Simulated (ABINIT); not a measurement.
# Beyond one shot: InP (F-43m)

How far does self-consistency move the gap of InP (F-43m)?

Program: ABINIT 10.8.3. Level of theory: PBE and many-body steps on it, plane waves. Results are calculated unless marked as measured.

Most raw output is cut from this account.

The database entry behind the starting cell differs from later determinations by our own check (0.1 to 0.3 % short, probably kX units), so it need not match the best structure at ambient conditions.

**1. Starting point**

It takes space group F-43m (No. 216, cubic). The conventional cell has a = 5.861 Å, b = 5.861 Å, c = 5.861 Å, α = 90.00°, β = 90.00°, γ = 90.00°. Nearest to In lie 4 P at 2.54 Å. Nearest to P lie 4 In at 2.54 Å. Farther neighbours are not listed.

The cell and positions come from the Crystallography Open Database and are kept as given unless a step says otherwise.

**2. Empty states on the mesh, 4×4×4 mesh, 46 bands**

This step: ABINIT 10.8.3; DFT, PBE, plane waves, norm-conserving pseudopotentials.

The sums over transitions need many empty states on a uniform mesh; this step solves for them.

run.abi reads:

```
acell 3*1.0 Angstrom
rprim 
  -0.000000000000 2.930500000000 2.930500000000
  2.930500000000 -0.000000000000 2.930500000000
  2.930500000000 2.930500000000 -0.000000000000
ntypat 2
znucl 49 15
natom 2
typat 1 2
xred 
  0.000000000000 0.000000000000 0.000000000000
  0.250000000000 0.250000000000 0.250000000000
pp_dirpath "pseudos"
pseudos "In.upf, P.upf"
ecut 31
ngkpt 4 4 4
nshiftk 1
shiftk 0 0 0
kptopt 1
chksymbreak 0
iscf -2
irdden 1
istwfk *1
nband 46
nbdbuf 4
tolwfr 1e-09
nstep 60
prtvol 0
indata_prefix "in"
outdata_prefix "out"
tmpdata_prefix "tmp"
```

Command:

```sh
$ OMP_NUM_THREADS=1 mpirun -n 4 abinit run.abi > log
```

Elapsed: 8.4 s, on 4 MPI ranks of Arm Neoverse V2, shared host; peak memory 0.26 GiB.

This step gave:

```
gap                                                           : 0.7094 eV
k of the valence top                                          : 0, 0, 0
k of the conduction bottom                                    : 0, 0, 0
least direct gap                                              : 0.7094 eV
k points computed                                             : 8
lowest point of the top converged band, above the valence top : 34.88 eV
```

On this mesh the gap is 0.709 eV.

The density comes from a self-consistent run that is not shown.

**3. Screening, 4×4×4 mesh, 42 bands, screening to 106.1 eV**

The RPA dielectric matrix is built and inverted for each q.

This step: RPA screening on PBE, plane waves, norm-conserving pseudopotentials.

Edit run.abi of step 2 so:

```diff
@@ -20,10 +20,11 @@
 chksymbreak 0
-iscf -2
-irdden 1
 istwfk *1
-nband 46
-nbdbuf 4
-tolwfr 1e-09
-nstep 60
-prtvol 0
+occopt 1
+irdwfk 1
+optdriver 3
+nband 42
+ecuteps 3.9
+inclvkb 2
+awtr 1
+symchi 1
 indata_prefix "in"
```

Elapsed: 6.1 s, on 4 MPI ranks; peak memory 0.49 GiB.

Numbers from this step:

| Item | Value |
| --- | --- |
| ε∞ with local fields, on this mesh, along the program's q direction | 42.62 |
| the same without local fields | 45.16 |
| plasma frequency | 22.21 eV |
| plane waves in the screening matrix | 137 |

Local fields lower ε∞ by 6 %. On a Γ-centred mesh this coarse the value itself is usually too large, while a short band sum pulls it down.

**4. G0W0**

The self-energy is evaluated for the states that the input lists, and the levels follow from it, in one-shot runs by the linearised quasiparticle equation.

This step: G0W0 on PBE, plane waves, norm-conserving pseudopotentials.

Edit run.abi of step 3 so:

```diff
@@ -23,8 +23,15 @@
 irdwfk 1
-optdriver 3
+optdriver 4
 nband 42
+gwcalctyp 0
+ecutsigx 31
+symsigma 1
+nkptgw 1
+kptgw 
+  0.0000000000 0.0000000000 0.0000000000
+bdgw 
+  7 13
 ecuteps 3.9
-inclvkb 2
-awtr 1
-symchi 1
+irdscr 1
+ppmodel 1
 indata_prefix "in"
```

It took 2.7 s on 4 MPI ranks; peak memory 0.14 GiB; 10 s of CPU time.

This step gave:

```
G0W0 gap on the points computed              : 1.021 eV
starting gap on the mesh                     : 0.7094 eV
k of the valence top                         : 0, 0, 0
k of the conduction bottom                   : 0, 0, 0
Z at the valence top                         : 0.773
Z at the conduction bottom                   : 0.787
least direct G0W0 gap on the computed points : 1.021 eV
```

The gap on the mesh goes from 0.71 eV to 1.02 eV, a correction of +0.31 eV.

**5. evGW0, cycle 1**

This step: evGW0 on PBE, plane waves, norm-conserving pseudopotentials.

Edit run.abi of step 4 so:

```diff
@@ -25,10 +25,24 @@
 nband 42
-gwcalctyp 0
+gwcalctyp 10
 ecutsigx 31
 symsigma 1
-nkptgw 1
+nkptgw 8
 kptgw 
   0.0000000000 0.0000000000 0.0000000000
+  0.2500000000 0.0000000000 0.0000000000
+  0.5000000000 0.0000000000 0.0000000000
+  0.2500000000 0.2500000000 0.0000000000
+  0.5000000000 0.2500000000 0.0000000000
+  -0.2500000000 0.2500000000 0.0000000000
+  0.5000000000 0.5000000000 0.0000000000
+  -0.2500000000 0.5000000000 0.2500000000
 bdgw 
-  7 13
+  1 19
+  1 19
+  1 19
+  1 19
+  1 19
+  1 19
+  1 19
+  1 19
 ecuteps 3.9
```

Elapsed: 34 s, on 4 MPI ranks; peak memory 1.1 GiB; 2.3 min of CPU time.

Numbers from this step:

```
quasiparticle gap on the mesh                         : 1.105 eV
gap of the density functional on the mesh             : 0.7094 eV
k of the valence top                                  : 0, 0, 0
k of the conduction bottom                            : 0, 0, 0
Z at the valence top                                  : 0.773
Z at the conduction bottom                            : 0.787
least direct quasiparticle gap on the computed points : 1.105 eV
```

Against G0W0 in ABINIT (4×4×4 mesh, 42 bands, screening to 106.1 eV, Godby-Needs plasmon pole), the gap moves by +0.084 eV. This first cycle still uses the starting levels; it takes the full correction, at all points of the mesh, and its linearised value is 1.021 eV.

**6. evGW0, cycle 2**

The corrected levels of the last cycle go back in.

Edit run.abi of step 5 so:

```diff
@@ -50,2 +50,3 @@
 ppmodel 1
+irdqps 1
 indata_prefix "in"
```

Run time: 35 s. Hardware: 4 MPI ranks; peak memory 1.1 GiB; 2.3 min of CPU time.

Numbers from this step:

| Item | Value |
| --- | --- |
| quasiparticle gap on the mesh | 1.067 eV |
| gap of the density functional on the mesh | 0.7094 eV |
| k of the valence top | 0, 0, 0 |
| k of the conduction bottom | 0, 0, 0 |
| least direct quasiparticle gap on the computed points | 1.067 eV |

Against the cycle before, the gap moves by −0.038 eV.

**7. evGW0, cycle 3**

run.abi is that of step 6.

Run time: 35 s. Hardware: 4 MPI ranks; peak memory 1.1 GiB; 2.3 min of CPU time.

Numbers from this step:

- quasiparticle gap on the mesh: 1.069 eV
- gap of the density functional on the mesh: 0.7094 eV
- k of the valence top: 0, 0, 0
- k of the conduction bottom: 0, 0, 0
- least direct quasiparticle gap on the computed points: 1.069 eV

Against the cycle before, the gap moves by +0.002 eV.

**8. Screening, 4×4×4 mesh, 42 bands, screening to 106.1 eV**

This step: RPA screening on PBE, plane waves, norm-conserving pseudopotentials.

run.abi reads:

```
acell 3*1.0 Angstrom
rprim 
  -0.000000000000 2.930500000000 2.930500000000
  2.930500000000 -0.000000000000 2.930500000000
  2.930500000000 2.930500000000 -0.000000000000
ntypat 2
znucl 49 15
natom 2
typat 1 2
xred 
  0.000000000000 0.000000000000 0.000000000000
  0.250000000000 0.250000000000 0.250000000000
pp_dirpath "pseudos"
pseudos "In.upf, P.upf"
ecut 31
ngkpt 4 4 4
nshiftk 1
shiftk 0 0 0
kptopt 1
chksymbreak 0
istwfk *1
occopt 1
irdwfk 1
optdriver 3
nband 42
ecuteps 3.9
inclvkb 2
awtr 1
symchi 1
gwcalctyp 10
mbpt_sciss 0.620 eV
nqptdm 1
qptdm 
  0 0 0
indata_prefix "in"
outdata_prefix "out"
tmpdata_prefix "tmp"
```

Run time: 2.7 s. Hardware: 4 MPI ranks; peak memory 0.13 GiB.

This step gave:

* ε∞ with local fields, on this mesh, along the program's q direction: 27.72
* the same without local fields: 29.15
* plasma frequency: 22.21 eV
* plane waves in the screening matrix: 137

This screening uses the functional's bands under a rigid shift, the mean opening of the cycle before.

**9. Screening, 4×4×4 mesh, 42 bands, screening to 106.1 eV**

This step: RPA screening on PBE from quasiparticle energies, plane waves, norm-conserving pseudopotentials.

Edit run.abi of step 8 so:

```diff
@@ -29,7 +29,13 @@
 symchi 1
+irdqps 1
 gwcalctyp 10
-mbpt_sciss 0.620 eV
-nqptdm 1
+nqptdm 7
 qptdm 
-  0 0 0
+  0.2500000000 0.0000000000 0.0000000000
+  0.5000000000 0.0000000000 0.0000000000
+  0.2500000000 0.2500000000 0.0000000000
+  0.5000000000 0.2500000000 0.0000000000
+  -0.2500000000 0.2500000000 0.0000000000
+  0.5000000000 0.5000000000 0.0000000000
+  -0.2500000000 0.5000000000 0.2500000000
 indata_prefix "in"
```

mrgscr.stdin reads:

```
2
merged
q0_SCR
out_SCR
1
```

Command:

```sh
$ OMP_NUM_THREADS=1 mpirun -n 4 abinit run.abi > log; mrgscr < mrgscr.stdin
```

Wall time 5.4 s (4 MPI ranks); peak memory 0.46 GiB; 21 s of CPU time.

Numbers from this step:

```
plasma frequency                    : 22.21 eV
plane waves in the screening matrix : 137
```

This screening reads the quasiparticle levels of the cycle before.

**10. evGW, cycle 1**

This step: evGW on PBE, plane waves, norm-conserving pseudopotentials.

Edit run.abi of step 9 so:

```diff
@@ -23,12 +23,10 @@
 irdwfk 1
-optdriver 3
+optdriver 4
 nband 42
-ecuteps 3.9
-inclvkb 2
-awtr 1
-symchi 1
-irdqps 1
 gwcalctyp 10
-nqptdm 7
-qptdm 
+ecutsigx 31
+symsigma 1
+nkptgw 8
+kptgw 
+  0.0000000000 0.0000000000 0.0000000000
   0.2500000000 0.0000000000 0.0000000000
@@ -40,2 +38,15 @@
   -0.2500000000 0.5000000000 0.2500000000
+bdgw 
+  1 19
+  1 19
+  1 19
+  1 19
+  1 19
+  1 19
+  1 19
+  1 19
+ecuteps 3.9
+irdscr 1
+ppmodel 1
+irdqps 1
 indata_prefix "in"
```

Command:

```sh
$ OMP_NUM_THREADS=1 mpirun -n 4 abinit run.abi > log
```

The job ended after 35 s (4 MPI ranks; peak memory 1.1 GiB).

Numbers from this step:

```
quasiparticle gap on the mesh                         : 1.125 eV
gap of the density functional on the mesh             : 0.7094 eV
k of the valence top                                  : 0, 0, 0
k of the conduction bottom                            : 0, 0, 0
least direct quasiparticle gap on the computed points : 1.125 eV
```

Against G0W0 in ABINIT (4×4×4 mesh, 42 bands, screening to 106.1 eV, Godby-Needs plasmon pole), the gap moves by +0.104 eV.

**11. Screening, 4×4×4 mesh, 42 bands, screening to 106.1 eV**

This step: RPA screening on PBE, plane waves, norm-conserving pseudopotentials.

run.abi reads:

```
acell 3*1.0 Angstrom
rprim 
  -0.000000000000 2.930500000000 2.930500000000
  2.930500000000 -0.000000000000 2.930500000000
  2.930500000000 2.930500000000 -0.000000000000
ntypat 2
znucl 49 15
natom 2
typat 1 2
xred 
  0.000000000000 0.000000000000 0.000000000000
  0.250000000000 0.250000000000 0.250000000000
pp_dirpath "pseudos"
pseudos "In.upf, P.upf"
ecut 31
ngkpt 4 4 4
nshiftk 1
shiftk 0 0 0
kptopt 1
chksymbreak 0
istwfk *1
occopt 1
irdwfk 1
optdriver 3
nband 42
ecuteps 3.9
inclvkb 2
awtr 1
symchi 1
gwcalctyp 10
mbpt_sciss 0.710 eV
nqptdm 1
qptdm 
  0 0 0
indata_prefix "in"
outdata_prefix "out"
tmpdata_prefix "tmp"
```

The job ended after 2.7 s (4 MPI ranks; peak memory 0.13 GiB; 11 s of CPU time).

This step gave:

```
ε∞ with local fields, on this mesh, along the program's q direction : 26.52
the same without local fields                                       : 27.88
plasma frequency                                                    : 22.21 eV
plane waves in the screening matrix                                 : 137
```

This screening uses the functional's bands under a rigid shift, the mean opening of the cycle before.

**12. Screening, 4×4×4 mesh, 42 bands, screening to 106.1 eV**

This step: RPA screening on PBE from quasiparticle energies, plane waves, norm-conserving pseudopotentials.

Edit run.abi of step 11 so:

```diff
@@ -29,7 +29,13 @@
 symchi 1
+irdqps 1
 gwcalctyp 10
-mbpt_sciss 0.710 eV
-nqptdm 1
+nqptdm 7
 qptdm 
-  0 0 0
+  0.2500000000 0.0000000000 0.0000000000
+  0.5000000000 0.0000000000 0.0000000000
+  0.2500000000 0.2500000000 0.0000000000
+  0.5000000000 0.2500000000 0.0000000000
+  -0.2500000000 0.2500000000 0.0000000000
+  0.5000000000 0.5000000000 0.0000000000
+  -0.2500000000 0.5000000000 0.2500000000
 indata_prefix "in"
```

mrgscr.stdin is that of step 9.

Command:

```sh
$ OMP_NUM_THREADS=1 mpirun -n 4 abinit run.abi > log; mrgscr < mrgscr.stdin
```

Elapsed: 5.5 s, on 4 MPI ranks; peak memory 0.46 GiB; 22 s of CPU time.

This step gave:

* plasma frequency: 22.21 eV
* plane waves in the screening matrix: 137

This screening reads the quasiparticle levels of the cycle before.

**13. evGW, cycle 2**

This step: evGW on PBE, plane waves, norm-conserving pseudopotentials.

Edit run.abi of step 12 so:

```diff
@@ -23,12 +23,10 @@
 irdwfk 1
-optdriver 3
+optdriver 4
 nband 42
-ecuteps 3.9
-inclvkb 2
-awtr 1
-symchi 1
-irdqps 1
 gwcalctyp 10
-nqptdm 7
-qptdm 
+ecutsigx 31
+symsigma 1
+nkptgw 8
+kptgw 
+  0.0000000000 0.0000000000 0.0000000000
   0.2500000000 0.0000000000 0.0000000000
@@ -40,2 +38,15 @@
   -0.2500000000 0.5000000000 0.2500000000
+bdgw 
+  1 19
+  1 19
+  1 19
+  1 19
+  1 19
+  1 19
+  1 19
+  1 19
+ecuteps 3.9
+irdscr 1
+ppmodel 1
+irdqps 1
 indata_prefix "in"
```

Command:

```sh
$ OMP_NUM_THREADS=1 mpirun -n 4 abinit run.abi > log
```

Run time: 35 s. Hardware: 4 MPI ranks; peak memory 1.1 GiB; 2.3 min of CPU time.

This step gave:

```
quasiparticle gap on the mesh                         : 1.133 eV
gap of the density functional on the mesh             : 0.7094 eV
k of the valence top                                  : 0, 0, 0
k of the conduction bottom                            : 0, 0, 0
least direct quasiparticle gap on the computed points : 1.133 eV
```

Against the cycle before, the gap moves by +0.008 eV.

**14. The runs together**

Times are wall times on 4 MPI ranks of Arm Neoverse V2, shared host, good to a factor of about two. A run's time includes the screening step that it read.

```
           run   mesh  bands  screening cutoff (eV)  DFT gap (eV)  gap on the mesh (eV)  direct (eV)  ε∞ used   time
          G0W0  4×4×4     42                  106.1         0.709                 1.021        1.021    42.62  8.8 s
evGW0, cycle 1  4×4×4     42                  106.1         0.709                 1.105        1.105    42.62   41 s
evGW0, cycle 2  4×4×4     42                  106.1         0.709                 1.067        1.067    42.62   41 s
evGW0, cycle 3  4×4×4     42                  106.1         0.709                 1.069        1.069    42.62   41 s
 evGW, cycle 1  4×4×4     42                  106.1         0.709                 1.125        1.125    27.72   44 s
 evGW, cycle 2  4×4×4     42                  106.1         0.709                 1.133        1.133    26.52   43 s
```

**15. Outcome**

* G0W0: 1.021 eV
* evGW0, cycle 1: 1.105 eV
* evGW0, cycle 2: 1.067 eV
* evGW0, cycle 3: 1.069 eV
* evGW, cycle 1: 1.125 eV
* evGW, cycle 2: 1.133 eV
* known limits: not at the basis limit; exchange with frozen shells missing; mesh may overstate the screening; no spin-orbit coupling; coarse k mesh

What this shows: Only the bands that the input lists are updated; the others, empty or deep, keep the functional's energies or take a rigid shift. The evGW loop starts from the last levels of evGW0, so its cycles and time come on top of those. evGW0 ends at 1.07 eV, +0.05 eV from G0W0, after 3 cycles that took 1.7 min beside the first screening; the last moved the gap by 0.002 eV. evGW ends at 1.13 eV, +0.11 eV from G0W0, after 2 cycles that took 87 s beside the first screening; the last moved the gap by 0.008 eV. The first cycle of evGW0 takes the full correction, without the factor Z, so it overshoots the one-shot value. Bands and cutoff are finite, so the gap is not at the basis limit. The miss can reach some tenths of an eV and take either sign; the mesh is an error of its own. The 4×4×4 mesh is coarse for this cell, which bears on the long-range parts of exchange and screening. The norm-conserving file of at least one element keeps a d shell over frozen s and p shells of the same row. Exchange with those shells is missing from the self-energy, an error of 0.3 to 0.9 eV in cases checked, whose sign depends on which edge lies on those atoms. The RPA ε∞ on this mesh reaches over 25; with a narrow direct gap a coarse mesh can overstate it, and the correction is then too small. In the updated screening the q = 0 part is built from Kohn-Sham bands under a rigid shift, the other q from the quasiparticle levels. The many-body steps are scalar-relativistic: spin-orbit coupling is not in them.

[Paths, hosts, dates, memory and timing lines, banners, echoed tables and standing remarks are left out of the program output.]

[Logs are printed without paths, hosts, clocks, repeated set-up lines and the standing remarks that a program may print on its own settings, such as how far it seeks lower states.]

[Runs of the session that timed out or met a known fault of the program may be left out.]

[Hosts, paths, dates, database ids (printed as entryN), source tags and the programs' standing remarks are cut or masked in the printed files.]

[G0W0 gaps are taken among the corrected bands and points alone; a level outside them can change the order at an edge.]

[Where Ansatz stands beside ABINIT at settings called matched, ABINIT's density can come from a denser mesh and the files from another edition; pairs whose starting gaps differed by over 0.03 eV were left out, so agreement reads better than it is.]
